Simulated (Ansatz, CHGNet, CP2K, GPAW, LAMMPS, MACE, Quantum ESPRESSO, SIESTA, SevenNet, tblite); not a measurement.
# Running amorphous 73P2O5-20PbO-7Al2O3 (mol %) (88 atoms) with CP2K, part 2 of 2

Aim: run amorphous 73P2O5-20PbO-7Al2O3 (mol %) (88 atoms) in CP2K and see how near its forces come to a plane-wave reference, and at what cost.

Program: CP2K 2026.2; the method stands at each step. Banners, paths, timers and routine set-up lines are dropped from the logs unmarked, and long logs keep their key lines alone; longer cuts are marked.

So far. Step 2 (PBE, DZVP-MOLOPT-SR, 600/50 Ry, OT DIIS): Forces lie 10 % from the reference's, at 5.7 times its CPU time (on 4 against 8 cores). Step 3 (PBE, SZV-MOLOPT-SR, 600/50 Ry, OT DIIS): Against the first run (10 %), the force difference from the reference is 231 %, at 1.1 times the CPU time (on 2 against 4 cores) (65 SCF steps against 36), with 352 basis functions against 1144: the smaller basis costs accuracy.

## Step 4: PBE, DZVP-MOLOPT-SR, 300/50 Ry, OT DIIS

Method: Kohn-Sham DFT, PBE, GTH-PBE pseudopotentials, Gaussian and plane waves, DZVP-MOLOPT-SR-GTH, orbital transformation.

input.inp reads:

```
&GLOBAL
  PROJECT cell
  RUN_TYPE ENERGY_FORCE
  PRINT_LEVEL LOW
&END GLOBAL
&FORCE_EVAL
  METHOD QS
  STRESS_TENSOR ANALYTICAL
  &DFT
    BASIS_SET_FILE_NAME BASIS_MOLOPT
    POTENTIAL_FILE_NAME GTH_POTENTIALS
    &MGRID
      CUTOFF 300
      REL_CUTOFF 50
    &END MGRID
    &QS
      EPS_DEFAULT 1.0E-12
    &END QS
    &SCF
      SCF_GUESS ATOMIC
      EPS_SCF 1.0E-06
      MAX_SCF 30
      &OT
        MINIMIZER DIIS
        PRECONDITIONER FULL_ALL
        ENERGY_GAP 0.001
      &END OT
      &OUTER_SCF
        EPS_SCF 1.0E-06
        MAX_SCF 8
      &END OUTER_SCF
      &PRINT
        &RESTART OFF
        &END RESTART
      &END PRINT
    &END SCF
    &XC
      &XC_FUNCTIONAL PBE
      &END XC_FUNCTIONAL
    &END XC
    &PRINT
      &MULLIKEN ON
      &END MULLIKEN
      &LOWDIN ON
      &END LOWDIN
      &MO_CUBES
        NHOMO 1
        NLUMO 4
        WRITE_CUBE F
      &END MO_CUBES
    &END PRINT
  &END DFT
  &SUBSYS
    &CELL
      A 10.81220 0.00000 0.00000
      B 0.00000 10.81220 0.00000
      C 0.00000 0.00000 10.81220
    &END CELL
    &TOPOLOGY
      COORD_FILE_NAME structure.xyz
      COORD_FILE_FORMAT XYZ
    &END TOPOLOGY
    &KIND P
      BASIS_SET DZVP-MOLOPT-SR-GTH-q5
      POTENTIAL GTH-PBE-q5
    &END KIND
    &KIND Pb
      BASIS_SET DZVP-MOLOPT-SR-GTH-q4
      POTENTIAL GTH-PBE-q4
    &END KIND
    &KIND Al
      BASIS_SET DZVP-MOLOPT-SR-GTH-q3
      POTENTIAL GTH-PBE-q3
    &END KIND
    &KIND O
      BASIS_SET DZVP-MOLOPT-SR-GTH-q6
      POTENTIAL GTH-PBE-q6
    &END KIND
  &END SUBSYS
  &PRINT
    &FORCES ON
    &END FORCES
    &STRESS_TENSOR ON
    &END STRESS_TENSOR
  &END PRINT
&END FORCE_EVAL
```

structure.xyz reads:

```xyz
88

[... 88 atom lines left out: the same atoms as in the first run ...]
```

Started as:

```
OMP_NUM_THREADS=2 cp2k.psmp -i input.inp > output.txt
```

Numbers of over 12 decimals in the logs are rounded to 6 here.

The log of the run:

```text
CP2K| version string:                                       CP2K version 2026.2
 CP2K| Input file name                                                 input.inp
 GLOBAL| Basis set file name                                        BASIS_MOLOPT
 GLOBAL| Potential file name                                      GTH_POTENTIALS
 GLOBAL| Run type                                                   ENERGY_FORCE
 GLOBAL| Total number of message passing processes                             1
 GLOBAL| Number of threads for this process                                    2
[... lines left out ...]
 Number of electrons:                                                        494
[... lines left out ...]
  Step     Update method      Time    Convergence         Total energy    Change
[... lines left out ...]
  Total energy:                                             -1139.091989
[... lines left out ...]
  Step     Update method      Time    Convergence         Total energy    Change
[... lines left out ...]
  *** SCF run converged in     6 steps ***
[... lines left out ...]
  Total energy:                                             -1139.094838
[... lines left out ...]
  outer SCF loop converged in   2 iterations or   36 steps
[... lines left out ...]
 Fermi Energy [eV] :    3.535999
  Using OT eigensolver for additional unoccupied orbitals spin            1
  Lowest Eigenvalues of the unoccupied subspace spin            1
 OT| Eigensolver reached convergence in 181 iterations
       0.14962639      0.15428280      0.17224988      0.18273701
 HOMO - LUMO gap [eV] :    0.535542
 ENERGY| Total FORCE_EVAL ( QS ) energy [hartree]          -1139.094838
 FORCES| Atomic forces [hartree/bohr]
 FORCES|   Atom     x               y               z               |f|
 FORCES|      1 -5.25126676E-02 -1.54353929E-02 -2.73375852E-02   6.11814938E-02
 FORCES|      2  4.83324495E-02 -2.87154518E-02  8.84068875E-02   1.04768223E-01
 FORCES|      3  3.33432396E-02 -6.69455111E-02  2.27659647E-02   7.81777605E-02
[...]
FORCES|     87 -3.13974777E-03 -1.64644722E-03  6.09746108E-03   7.05321459E-03
 FORCES|     88 -1.14547801E-02 -1.07201848E-02  6.44798450E-03   1.69620415E-02
 FORCES| Sum     2.17929886E-04  2.41433531E-02 -9.50390472E-03
 FORCES| Total atomic force                                       2.59475085E-02
 STRESS| Analytical stress tensor [bar]
 STRESS|                        x                   y                   z
 STRESS|      x       -1.16928821817E+04   5.81063401126E+03   5.27912829141E+03
 STRESS|      y        5.81063401126E+03   5.31101561841E+03  -8.76592302989E+02
 STRESS|      z        5.27912829141E+03  -8.76592302989E+02  -1.59106282717E+04
 STRESS| 1/3 Trace                                            -7.43083161164E+03
```

Run time: 2.5 min. Hardware: 2 threads of Arm Neoverse V2, shared host; peak memory 0.92 GiB.

Against the reference:

```
r.m.s. force component                           : 1.47 eV/Å
r.m.s. difference of force components            : 165.1 meV/Å
longest difference of force vectors              : 577.8 meV/Å
force difference over r.m.s. force               : 12.2 %
slope of forces against the reference's          : 1.083
correlation of force components                  : 0.9966
gap (highest filled to lowest empty level) : 0.5355 eV
gap difference                                   : -0.3446 eV
pressure                                         : -0.7431 GPa
pressure difference                              : 1.287 GPa
energy less the same-level run's                 : -2.455 meV/atom
r.m.s. force difference from the same-level run  : 108.5 meV/Å
```

This is a coarse setting, run to see what it loses.

Against the first run (10 %), the force difference from the reference is 12 %, at 0.73 times the CPU time (on 2 against 4 cores): the grid matters here.

The forces add up to 1.3 eV/Å instead of zero, usually a sign of too coarse a grid.

## Step 5: Side by side

Differences are against the plane-wave reference, forces as r.m.s. over components; share is that over the reference's r.m.s. force, slope the least-squares factor from reference forces to these. Total energies of different programs have different zeros and aren't compared.

```
                                                  run  Δ force, r.m.s. (meV/Å)  share (%)  slope  Δ pressure (GPa)  Δ gap (eV)  cores  CPU time  memory (GiB)
                                            reference                        -          -      -                 -           -      8      69 s           1.6
         CP2K PBE, DZVP-MOLOPT-SR, 600/50 Ry, OT DIIS                      136       10.0  1.079              1.19      -0.345      4   6.5 min           2.7
 CP2K PBE, SZV-MOLOPT-SR, 600/50 Ry, OT DIIS (coarse)                     3126        231  0.677              41.4      -0.749      2   6.8 min           1.6
CP2K PBE, DZVP-MOLOPT-SR, 300/50 Ry, OT DIIS (coarse)                      165       12.2  1.083              1.29      -0.345      2   4.7 min          0.92
```

Rows marked coarse were listed beforehand as settings not expected to be converged; some can still land near the reference.

CPU time is summed over cores on a shared host, where runs went side by side, so it is rough. Symmetry, cutoffs, thresholds, outputs and thread counts weren't matched or tuned between programs; memory under MPI is the largest rank's times the ranks.

Within one program, basis, potentials and functional, energies share a zero. Each run against its twin at the usual cutoff or grid and solver:

```csv
run,twin,Δ energy (meV/atom),"Δ force, r.m.s. (meV/Å)",CPU time over the twin's
"CP2K PBE, DZVP-MOLOPT-SR, 300/50 Ry, OT DIIS","DZVP-MOLOPT-SR, 600/50 Ry, OT DIIS",-2.46,109,0.73 (this twin ran on 4 cores)
```

Further runs of this program without a result: CP2K GFN1-xTB, OT DIIS (not converged); CP2K PBE0 with truncated exchange and ADMM, PBE0 potentials, DZVP-UZH, 600/50 Ry, OT DIIS (cut off at its time limit); CP2K PBE, SZV-MOLOPT-SR, 600/50 Ry, TRS4 filter 1e-05, SCF 1e-06 (not converged); CP2K PBE, SZV-MOLOPT-SR, 600/50 Ry, TRS4 filter 1e-07, SCF 1e-07 (not converged); CP2K PBE, SZV-MOLOPT-SR, 600/50 Ry, TRS4 filter 1e-06, SCF 1e-06 (not converged).

## Step 6: Results

```
nearest in forces : CP2K PBE, DZVP-MOLOPT-SR, 600/50 Ry, OT DIIS, 10 %
its CPU time      : 6.5 min
```

The PBE run in local orbitals, coarse settings apart, differs by 10 % (CP2K PBE, DZVP-MOLOPT-SR, 600/50 Ry, OT DIIS); basis, grid and potentials can all enter. Runs with settings chosen to be coarse differ by 12 % (CP2K PBE, DZVP-MOLOPT-SR, 300/50 Ry, OT DIIS) to 231 % (CP2K PBE, SZV-MOLOPT-SR, 600/50 Ry, OT DIIS), their programs' other errors included. None of the electronic-structure runs in the table takes under half the reference's CPU time of 69 s; they take 4.1 to 6.0 times as much. At the same functional, gaps differ from the reference's 0.880 eV by between -0.75 and -0.34 eV. In pressure, CP2K PBE, SZV-MOLOPT-SR, 600/50 Ry, OT DIIS misses by +41.4 GPa, at the same functional. The potentials hold different valence shells: 524 electrons in the reference, 494 in CP2K with SZV-MOLOPT-SR; this bears on time and differences. The quench rate of 10 K/ps is many orders above laboratory rates, so the cell is likely richer in defects and strain than a real sample. The network of bonds at the start is that of the classical potential that made the cell, and needn't be the one that DFT or experiment would give. The reference's pressure of -2.0 GPa belongs to a cell and atoms that aren't relaxed at this level. The electronic-structure runs sample only Γ, in a cell whose shortest periodic width is 11 Å. Spin–orbit coupling is left out, which matters for the levels of the heavy elements.

[Also dropped from logs without a mark: logging warnings of Python, and SIESTA's first energy breakdown and zero terms.]

[Logs are printed without paths, hosts, clocks, repeated set-up lines and the standing remarks that a program may print on its own settings, such as how far it seeks lower states.]

[Hosts, paths, dates, database ids (printed as entryN), source tags and the programs' standing remarks are cut or masked in the printed files.]
